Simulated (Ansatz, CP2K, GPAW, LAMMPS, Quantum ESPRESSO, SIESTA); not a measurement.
# GPAW on liquid dimethyl sulfoxide spread through a cell built with a gap at 340 K (190 atoms): settings against a plane-wave reference

Wanted: GPAW inputs and outputs for liquid dimethyl sulfoxide spread through a cell built with a gap at 340 K (190 atoms), checked against a plane-wave reference.

Method: the method is named at each step, in GPAW 26.7.0.

## 1. The starting structure

The cell holds 190 atoms: 38 C, 19 S, 19 O and 114 H. Its edges and angles: a = 12.050 Å, b = 12.050 Å, c = 27.432 Å, α = 90.0°, β = 90.0°, γ = 90.0°. 19 dimethyl sulfoxide placed at random, at 1.1 g/cm³, as a film with 12 Å of vacuum; overlaps pushed apart, then 10 ps at 390 K with MMFF94 bonds, angles, torsions, charges and radii (Halgren, J. Comput. Chem. 17, 490 (1996)) in harmonic and 12-6 forms. Snapshot after 20 ps at 340 K and fixed volume. The structure's axis is c.

The yardstick, on the same geometry:

* method: Kohn-Sham DFT, PBE, PAW, plane waves (Ansatz 0.2.0); cutoff 420 eV, Γ point, fermi-dirac smearing of 0.05 eV; PAW set soft_2
* r.m.s. force component: 0.8535 eV/Å
* longest force: 3.696 eV/Å
* gap (highest filled to lowest empty level): 3.613 eV
* SCF cycles: 10
* time: 76 s on 4 threads of Arm Neoverse V1, shared host
* CPU time: 4.8 min

## 2. PBE, LCAO dzp, h 0.18 Å

Method: Kohn-Sham DFT, PBE, PAW, atomic orbitals (dzp).

run.py reads:

```python
import numpy as np
from ase.io import read
from gpaw import GPAW, FermiDirac
from ase.parallel import parprint as print

atoms = read("structure.xyz")
atoms.calc = GPAW(
    mode="lcao",
    basis="dzp",
    h=0.18,
    xc="PBE",
    kpts={"size": (1, 1, 1), "gamma": True},
    occupations=FermiDirac(0.05),
    maxiter=200,
    symmetry={"point_group": False},
    txt="gpaw.txt",
)
energy = atoms.get_potential_energy(force_consistent=True)
forces = atoms.get_forces()
print(f"energy {energy:.6f} eV")
print("forces (eV/A)")
for i, (a, f) in enumerate(zip(atoms, forces)):
    print(f"{i:4d} {a.symbol:2s} {f[0]:10.5f} {f[1]:10.5f} {f[2]:10.5f}")
print(f"Fermi level {atoms.calc.get_fermi_level():.4f} eV")
for k in range(len(atoms.calc.get_ibz_k_points())):
    for s in range(atoms.calc.get_number_of_spins()):
        e = atoms.calc.get_eigenvalues(kpt=k, spin=s)
        n = np.searchsorted(e, atoms.calc.get_fermi_level())
        print(f"k {k} spin {s} levels about the Fermi level:", np.round(e[max(n - 6, 0):n], 4).tolist(), "|", np.round(e[n:n + 6], 4).tolist())
```

structure.xyz reads:

```xyz
190
Lattice="12.05035 0.00000 0.00000 0.00000 12.05035 0.00000 0.00000 0.00000 27.43201" Properties=species:S:1:pos:R:3 pbc="T T T"
C 7.34300 9.87466 19.25014
S 7.61004 11.47073 18.31800
C 6.78411 11.03077 16.86602
O 9.05174 11.49712 17.96742
H 7.75982 9.02125 18.55035
H 6.26642 9.68354 19.48194
H 8.01830 9.76030 20.11864
H 7.30191 10.31293 16.30696
H 6.62769 12.02950 16.30998
H 5.81152 10.55394 17.25199
C 5.53786 4.83327 0.24634
S 6.32318 3.24287 0.12482
C 4.75748 2.38958 0.26993
O 7.01150 3.04548 1.46816
H 6.19617 5.65740 0.57059
H 4.78953 4.74157 0.98179
H 4.98366 4.88859 26.79092
H 4.03410 2.68602 27.01340
H 4.43091 2.34415 1.30631
H 5.00861 1.42363 27.26714
C 6.42175 2.86774 23.10132
S 5.86912 4.23449 22.03339
C 6.92919 5.50749 22.78558
O 4.39380 4.50804 22.18344
H 7.49508 2.91161 23.20254
H 6.11338 1.94324 22.72879
H 6.04361 3.03211 24.07543
H 7.90491 5.05464 22.99049
H 6.43947 5.97649 23.63185
H 7.01909 6.26932 22.01035
C 3.59052 10.80338 21.28230
S 3.57787 11.25033 22.98501
C 3.13152 0.92956 22.69615
O 4.93896 11.13862 23.62856
H 4.35476 11.43819 20.81239
H 2.62336 10.96811 20.79950
H 3.87491 9.74922 21.14103
H 3.19732 1.27975 23.73637
H 2.05410 0.94680 22.36806
H 3.81357 1.44062 21.98237
C 7.70632 9.83730 23.71854
S 9.02318 8.65107 23.58714
C 10.19255 9.57461 24.63724
O 9.42012 8.75048 22.16150
H 8.06964 10.79350 23.61238
H 7.54954 9.84538 24.76864
H 6.90774 9.44615 23.09638
H 11.19947 9.24190 24.36182
H 9.98902 9.44844 25.69392
H 10.02300 10.61732 24.43726
C 3.45170 6.25112 19.73980
S 4.71627 6.95799 18.71604
C 4.05735 6.29775 17.16256
O 6.09398 6.39886 18.94455
H 3.64366 5.17876 19.83828
H 2.44417 6.50153 19.42378
[... 130 atom lines left out ...]
H 4.39814 10.66348 11.38264
H 8.57479 11.44434 10.30758
H 7.35674 11.46482 8.92226
H 7.43037 10.09988 9.94849
```

Run with:

```
$ OMP_NUM_THREADS=1 mpirun -np 4 gpaw python run.py > output.txt
```

What it wrote:

```text
energy -909.128792 eV
forces (eV/A)
   0 C     0.70283   -1.52122   -1.74690
   1 S    -1.23058   -0.16167    2.75305
   2 C    -3.53266    1.61852    0.17074
   3 O     2.97160    0.36719   -0.53436
   4 H    -0.90635    1.15518    0.67272
   5 H     0.19185    0.09009    0.02304
   6 H    -0.07478    0.60594    0.48665
   7 H     1.43452   -1.55576   -1.33754
   8 H    -0.07539   -1.30834    0.29908
   9 H     0.41265    0.70923   -0.77864
  10 C     1.29369    0.35530    0.82376
  11 S     0.63124    0.41015    0.10042
  12 C     1.47792   -1.48936    0.12960
  13 O     0.72937   -0.45456    0.45890
  14 H     0.35675    0.13133   -0.64339
  15 H    -1.37971   -0.22873    1.93152
  16 H    -0.85091    1.03331   -2.42520
  17 H    -2.04017    1.53012   -1.54181
  18 H    -0.18362    0.03082    0.71714
  19 H     0.17722   -1.27732    0.38276
  20 C     0.22376    1.97960   -0.05626
  21 S     2.04014   -0.81160   -1.67618
  22 C    -0.67741   -0.11528   -0.61525
  23 O    -1.31819    0.17037    0.71755
[...]
182 C     0.22454    0.33932   -0.38139
 183 O     1.20495   -1.79045    3.74240
 184 H     0.67051   -1.34759   -0.21563
 185 H    -1.17821    1.56588   -1.70262
 186 H     0.49875   -0.18367   -0.82537
 187 H     0.73135    0.16210   -0.12010
 188 H     0.02859    0.79480   -0.88673
 189 H     0.25433   -1.37577    0.28697
Fermi level -0.7216 eV
k 0 spin 0 levels about the Fermi level: [-2.2353, -2.2151, -2.2077, -2.1771, -2.1352, -1.969] | [2.0643, 2.1663, 2.2948, 2.3527, 2.3628, 2.4489]
```

gpaw.txt:

```text
Input parameters:
  mode=LCAO(),
  basis={'default': 'dzp'},
  h=0.18,
  kpts=MonkhorstPack(size=(1, 1, 1), gamma=True),
  maxiter=200,
  occupations=Occupations(name='fermi-dirac', width=0.05, fixmagmom=False),
  symmetry=Symmetry(point_group=False),
  xc=XC(name='PBE')
Unit cell  # Å
| periodic |         x |         y |         z |   lengths |    angles |
|----------|-----------|-----------|-----------|-----------|-----------|
|      yes | 12.050350 |  0.000000 |  0.000000 | 12.050350 | 90.000000 |
|      yes |  0.000000 | 12.050350 |  0.000000 | 12.050350 | 90.000000 |
|      yes |  0.000000 |  0.000000 | 27.432010 | 27.432010 | 90.000000 |
Number of symmetries: 1
Symmetry operations  # r_c * U_cc + t_c -> r_c
|   | kind |            matrix            |
|---|------|------------------------------|
| 0 |  E   |  1, 0, 0,  0, 1, 0,  0, 0, 1 |
BZ-sampling:
  Number of BZ points: 1
  Number of IBZ points: 1
  Monkhorst-Pack size: [1, 1, 1]
  Monkhorst-Pack shift: [0, 0, 0]
[... lines left out ...]
        l=0, rc=6.4219 Bohr: 1s-sz confined orbital
        l=0, rc=3.6094 Bohr: 1s-dz split-valence wave
        l=1, rc=6.4219 Bohr: p-type Gaussian polarization
      Number of RI-basis functions 0
Reference energy: -285544.718659  # eV
eigensolver:
density mixing:
  MSR1-Mixer
occupation numbers:
  Fermi-Dirac:
    width: 0.0500  # eV
FastPoissonSolver using
    Stencil: 6*3+1=19 point O(h^6) finite-difference Laplacian
xc functional:
  name: PBE with 2 nearest neighbor stencil
interpolation: tri-quintic # 5. degree polynomial
Initialization done in: 14.684 s
convergence criteria:
- Maximum [total energy] change in last 3 cyles: 0.0005 eV / valence electron
- Maximum integral of absolute [dens]ity change: 0.0001 electrons / valence electron
- Maximum integral of absolute [eigenst]ate change: 4e-08 eV^2 / valence electron
maximum number of iterations: 200
SCF iterations
|iter     |      energy | eigst |  dens |
|---------|-------------|-------|-------|
|iter:   1| -981.313153 |      c|       |
|iter:   2| -964.339744 |      c| -0.69 |
|iter:   3| -910.223861 |      c| -0.73 |
|iter:   4| -909.376497 |      c| -1.30 |
|iter:   5| -909.180499 |      c| -1.69 |
|iter:   6| -909.128808 |      c| -2.39 |
|iter:   7| -909.128762c|      c| -2.82 |
|iter:   8| -909.128845c|      c| -3.24 |
|iter:   9| -909.128792c|      c| -3.63 |
|iter:  10| -909.128792c|      c| -4.23c|
Converged in 10 steps
SCF loop duration: 61.445 s (6.144 s/step)
Energy contributions relative to reference atoms: (reference = -285544.718659)
Energy contributions:
  Kinetic:         829.963478
  Coulomb:        -848.293640
  Zero:              2.404423
  External:          0.000000
  Xc:             -893.203052
  Entropy:          -0.000000
  Spinorbit:         0.000000
  ----------------------------
  Free energy:    -909.128792
  Extrapolated:   -909.128792
dipole moment: (-16.539739, 50.337671, -332.011418)  # |e|*Ang
Fermi level: -0.722
Eigenvalues  # (at kpt = [0.000, 0.000, 0.000])
| band index |      eig [eV] | occ [0-2] |
|------------|---------------|-----------|
|          0 |       -23.632 |     2.000 |
|        ... |               |           |
|        239 |        -2.329 |     2.000 |
|        240 |        -2.290 |     2.000 |
[...]
|        254 |         2.480 |     0.000 |
|        ... |               |           |
|        300 |         4.036 |     0.000 |
Gap: 4.033 eV
Transition (v -> c):
  (s=0, k=0, n=246, [0.00, 0.00, 0.00]) -> (s=0, k=0, n=247, [0.00, 0.00, 0.00])
No difference between direct/indirect transitions
Force computation time: 8.668  # s
```

The job ended after 90 s (4 MPI ranks of Arm Neoverse V1, shared host; peak memory 3.6 GiB).

Banners, paths, timers and routine set-up lines are dropped from the logs unmarked, and long logs keep their key lines alone; longer cuts are marked.

Compared with the plane-wave run:

- r.m.s. force component: 1.065 eV/Å
- r.m.s. difference of force components: 453.3 meV/Å
- longest difference of force vectors: 1768 meV/Å
- force difference over r.m.s. force: 53.12 %
- slope of forces against the reference's: 1.138
- correlation of force components: 0.9117
- gap (highest filled to lowest empty level): 4.033 eV
- gap difference: 0.4202 eV

This run lies far from the reference in forces at the same functional.

Length of the force difference by element (eV/Å):

| element | atoms | mean | most |
| --- | --- | --- | --- |
| C | 38 | 0.32 | 0.62 |
| H | 114 | 0.55 | 0.80 |
| O | 19 | 1.5 | 1.8 |
| S | 19 | 1.3 | 1.7 |

Levels nearest the highest filled one (eV from it): -0.27, -0.25, -0.24, -0.21, -0.17, 0.00, 4.03, 4.14, 4.26, 4.32, 4.33, 4.42.

Local excerpt of 10 atoms (numbers count through the whole input) about S112, which bears the longest force; x, y, z are measured from there.

| atom | x | y | z | distance (Å) | bonds | Fx | Fy | Fz (eV/Å) |
| --- | --- | --- | --- | --- | --- | --- | --- | --- |
| S112 | 0.00 | 0.00 | 0.00 | 0.00 | 3 | 1.53 | 2.27 | -3.72 |
| O114 | -0.21 | -0.44 | 1.38 | 1.47 | 1 | -0.37 | -1.49 | 3.24 |
| C111 | 0.94 | -1.25 | -1.00 | 1.86 | 4 | 0.28 | 0.13 | 2.66 |
| C113 | 1.40 | 1.30 | 0.08 | 1.91 | 4 | 0.67 | -1.89 | -1.57 |
| H117 | 0.28 | -2.10 | -0.90 | 2.30 | 1 | -0.39 | -1.32 | 0.00 |
| H118 | 1.10 | 2.03 | 0.83 | 2.45 | 1 | -0.24 | 0.76 | 0.28 |
| H116 | 1.04 | -0.99 | -2.01 | 2.47 | 1 | -0.32 | 1.04 | -2.69 |
| H120 | 2.33 | 0.74 | 0.42 | 2.48 | 1 | -0.60 | 0.30 | 0.10 |
| H119 | 1.63 | 1.67 | -0.98 | 2.53 | 1 | -0.45 | 0.16 | 1.07 |
| H115 | 1.97 | -1.47 | -0.66 | 2.55 | 1 | -0.02 | -0.05 | 0.61 |

Atoms are counted from 1 here, from 0 in the log.

Forces lie 53 % from the reference's, at 1.2 times its CPU time.

## 3. RPBE, LCAO dzp, h 0.18 Å

Method: Kohn-Sham DFT, RPBE, PAW, atomic orbitals (dzp).

run.py: that of step 2 with these lines changed.

```diff
@@ -10,3 +10,3 @@
     h=0.18,
-    xc="PBE",
+    xc="RPBE",
     kpts={"size": (1, 1, 1), "gamma": True},
```

structure.xyz is that of step 2.

What it wrote:

```text
energy -879.025293 eV
forces (eV/A)
   0 C     0.68807   -1.65149   -1.65409
   1 S    -1.31562    0.01603    2.88956
   2 C    -3.65120    1.57082    0.03725
   3 O     3.16417    0.41795   -0.56361
   4 H    -0.92380    1.16583    0.67688
   5 H     0.21240    0.09510    0.03607
[...]
187 H     0.76942    0.16756   -0.13067
 188 H     0.03863    0.80871   -0.92625
 189 H     0.29520   -1.39703    0.26581
Fermi level -0.6217 eV
k 0 spin 0 levels about the Fermi level: [-2.1563, -2.1403, -2.1261, -2.0979, -2.0585, -1.8921] | [2.2028, 2.2972, 2.4348, 2.4817, 2.4958, 2.5782]
```

gpaw.txt:

```text
Input parameters:
  mode=LCAO(),
  basis={'default': 'dzp'},
  h=0.18,
  kpts=MonkhorstPack(size=(1, 1, 1), gamma=True),
  maxiter=200,
  occupations=Occupations(name='fermi-dirac', width=0.05, fixmagmom=False),
[... lines left out ...]
  Fermi-Dirac:
[... lines left out ...]
convergence criteria:
- Maximum [total energy] change in last 3 cyles: 0.0005 eV / valence electron
[... lines left out ...]
Converged in 10 steps
[... lines left out ...]
  Free energy:    -879.025293
[... lines left out ...]
Fermi level: -0.622
[... lines left out ...]
|        ... |               |           |
|        239 |        -2.244 |     2.000 |
|        240 |        -2.203 |     2.000 |
[...]
|        254 |         2.613 |     0.000 |
|        ... |               |           |
|        300 |         4.180 |     0.000 |
Gap: 4.095 eV
Transition (v -> c):
  (s=0, k=0, n=246, [0.00, 0.00, 0.00]) -> (s=0, k=0, n=247, [0.00, 0.00, 0.00])
No difference between direct/indirect transitions
Force computation time: 8.469  # s
```

Wall time 79 s (4 MPI ranks); peak memory 3.7 GiB.

Compared with the plane-wave run:

```
r.m.s. force component                           : 1.087 eV/Å
r.m.s. difference of force components            : 483.7 meV/Å
longest difference of force vectors              : 1996 meV/Å
force difference over r.m.s. force               : 56.67 %
slope of forces against the reference's          : 1.15
correlation of force components                  : 0.9032
gap (highest filled to lowest empty level) : 4.095 eV
gap difference                                   : 0.4818 eV
```

Against the first run (53 %), the force difference from the reference is 57 %, at 0.89 times the CPU time; the model has changed, so this is no error of the program alone.

## 4. PBE, LCAO dzp, h 0.18 Å, other mixer settings

Method: Kohn-Sham DFT, PBE, PAW, atomic orbitals (dzp).

run.py: that of step 3 with these lines changed.

```diff
@@ -2,3 +2,3 @@
 from ase.io import read
-from gpaw import GPAW, FermiDirac
+from gpaw import GPAW, FermiDirac, Mixer
 from ase.parallel import parprint as print
@@ -10,5 +10,6 @@
     h=0.18,
-    xc="RPBE",
+    xc="PBE",
     kpts={"size": (1, 1, 1), "gamma": True},
     occupations=FermiDirac(0.05),
+    mixer=Mixer(0.1, 5, 50),
     maxiter=200,
```

structure.xyz is that of step 3.

What it wrote:

```text
energy -909.128793 eV
forces (eV/A)
   0 C     0.70256   -1.52266   -1.74550
   1 S    -1.23198   -0.15458    2.75646
   2 C    -3.53336    1.61843    0.16996
   3 O     2.97340    0.36837   -0.53432
   4 H    -0.90664    1.15522    0.67301
   5 H     0.19192    0.08985    0.02294
   6 H    -0.07482    0.60587    0.48674
   7 H     1.43443   -1.55542   -1.33715
   8 H    -0.07545   -1.30828    0.29945
   9 H     0.41246    0.70927   -0.77846
  10 C     1.29142    0.35740    0.82354
  11 S     0.63736    0.40626    0.09588
[...]
185 H    -1.17813    1.56587   -1.70203
 186 H     0.49857   -0.18349   -0.82525
 187 H     0.73118    0.16228   -0.11989
 188 H     0.02879    0.79493   -0.88637
 189 H     0.25442   -1.37543    0.28725
Fermi level -0.7716 eV
k 0 spin 0 levels about the Fermi level: [-2.2353, -2.2149, -2.2077, -2.1768, -2.1348, -1.969] | [2.0646, 2.1665, 2.295, 2.3529, 2.363, 2.4492]
```

gpaw.txt:

```text
Input parameters:
  mode=LCAO(),
  basis={'default': 'dzp'},
  h=0.18,
  kpts=MonkhorstPack(size=(1, 1, 1), gamma=True),
  maxiter=200,
  mixer=Pulay(name='pulay', nmaxold=5, beta=0.1, weight=50, sigma=0.015, g_ss=None),
  occupations=Occupations(name='fermi-dirac', width=0.05, fixmagmom=False),
[... lines left out ...]
  Fermi-Dirac:
[... lines left out ...]
convergence criteria:
- Maximum [total energy] change in last 3 cyles: 0.0005 eV / valence electron
[... lines left out ...]
Converged in 15 steps
[... lines left out ...]
  Free energy:    -909.128793
[... lines left out ...]
Fermi level: -0.772
[... lines left out ...]
|          0 |       -23.632 |     2.000 |
|        ... |               |           |
|        239 |        -2.329 |     2.000 |
|        240 |        -2.290 |     2.000 |
[...]
|        254 |         2.481 |     0.000 |
|        ... |               |           |
|        300 |         4.036 |     0.000 |
Gap: 4.034 eV
Transition (v -> c):
  (s=0, k=0, n=246, [0.00, 0.00, 0.00]) -> (s=0, k=0, n=247, [0.00, 0.00, 0.00])
No difference between direct/indirect transitions
Force computation time: 8.771  # s
timing:  # [seconds]
  Total:  106.581  # ━━━━━━━━━━━━━━━━━━━━━━━━━━━━━━━━━━━━━━━━━━━━━━━━━━━━━━━━
  Init:    10.964  # ━━━━━━
  SCF:     86.837  # ━━━━━━━━━━━━━━━━━━━━━━━━━━━━━━━━━━━━━━━━━━━━━╸
  Forces:   8.771  # ━━━━╸
```

It took 1.8 min on 4 MPI ranks; peak memory 3.6 GiB.

Against the reference:

```yaml
r_m_s_force_component: 1.066 eV/Å
r_m_s_difference_of_force_components: 453.7 meV/Å
longest_difference_of_force_vectors: 1771 meV/Å
force_difference_over_r_m_s_force: 53.16 %
slope_of_forces_against_the_reference_s: 1.138
correlation_of_force_components: 0.9116
spacing_of_highest_filled_and_lowest_empty_level: 4.034 eV
gap_difference: 0.4205 eV
energy_less_the_same_level_run_s: 0 meV/atom
r_m_s_force_difference_from_the_same_level_run: 1.763 meV/Å
```

This run lies far from the reference in forces at the same functional.

Against the first run (53 %), the force difference from the reference is 53 %, at 1.2 times the CPU time (15 SCF steps against 10): another solver or mixer reaches the same state.

## 5. All runs compared

Differences are against the plane-wave reference, forces as r.m.s. over components; share is that over the reference's r.m.s. force, slope the least-squares factor from reference forces to these. Total energies of different programs have different zeros and aren't compared.

| run | Δ force, r.m.s. (meV/Å) | share (%) | slope | Δ gap (eV) | cores | CPU time | memory (GiB) |
| --- | --- | --- | --- | --- | --- | --- | --- |
| reference | - | - | - | - | 4 | 4.8 min | 4.8 |
| GPAW PBE, LCAO dzp, h 0.18 Å | 453 | 53.1 | 1.138 | 0.420 | 4 | 5.9 min | 3.6 |
| GPAW RPBE, LCAO dzp, h 0.18 Å | 484 | 56.7 | 1.150 | 0.482 | 4 | 5.2 min | 3.7 |
| GPAW PBE, LCAO dzp, h 0.18 Å, other mixer settings | 454 | 53.2 | 1.138 | 0.420 | 4 | 7.3 min | 3.6 |

CPU time is summed over cores on a shared host, where runs went side by side, so it is rough. Symmetry, cutoffs, thresholds, outputs and thread counts weren't matched or tuned between programs; memory under MPI is the largest rank's times the ranks.

Within one program, basis, potentials and functional, energies share a zero. Each run against its twin at the usual cutoff or grid and solver:

| run | twin | Δ energy (meV/atom) | Δ force, r.m.s. (meV/Å) | CPU time over the twin's |
| --- | --- | --- | --- | --- |
| GPAW PBE, LCAO dzp, h 0.18 Å, other mixer settings | LCAO dzp, h 0.18 Å | 0 | 1.76 | 1.2 |

## 6. Summary of results

```yaml
nearest_in_forces: a tie at 53 % of 2 runs: GPAW PBE, LCAO dzp, h 0.18 Å; GPAW PBE, LCAO dzp, h 0.18 Å, other mixer settings
```

What this shows: The PBE runs in local orbitals differ by 53 % in each run; basis, grid and potentials can all enter, and differences of this size make the forces unusable. Rows with another functional or a dispersion term differ by 57 % (GPAW RPBE, LCAO dzp, h 0.18 Å), which mixes the change of model with differences of basis and potentials. None of the electronic-structure runs in the table takes under half the reference's CPU time of 4.8 min; they take 1.1 to 1.5 times as much. At the same functional, the gap of these runs lies 0.42 eV above the reference's 3.61 eV. The network of contacts between molecules at the start is that of the classical potential that made the cell, and needn't be the one that DFT or experiment would give. The reference's PBE has no dispersion term, which matters for the binding between molecules or layers. The density was typed from a rule of thumb and may lie off the real one at this temperature. The electronic-structure runs sample only Γ, in a cell whose shortest periodic width is 12 Å.

[Also dropped from logs without a mark: logging warnings of Python, and SIESTA's first energy breakdown and zero terms.]

[Logs are printed without paths, hosts, clocks, repeated set-up lines and the standing remarks that a program may print on its own settings, such as how far it seeks lower states.]

[Hosts, paths, dates, database ids (printed as entryN), source tags and the programs' standing remarks are cut or masked in the printed files.]

[The MMFF94 radii named for the starting cell were scaled by 0.96; in molecules described by MMFF94, hydrogen bound to N, O or S took a small fixed 12-6 site in their place.]
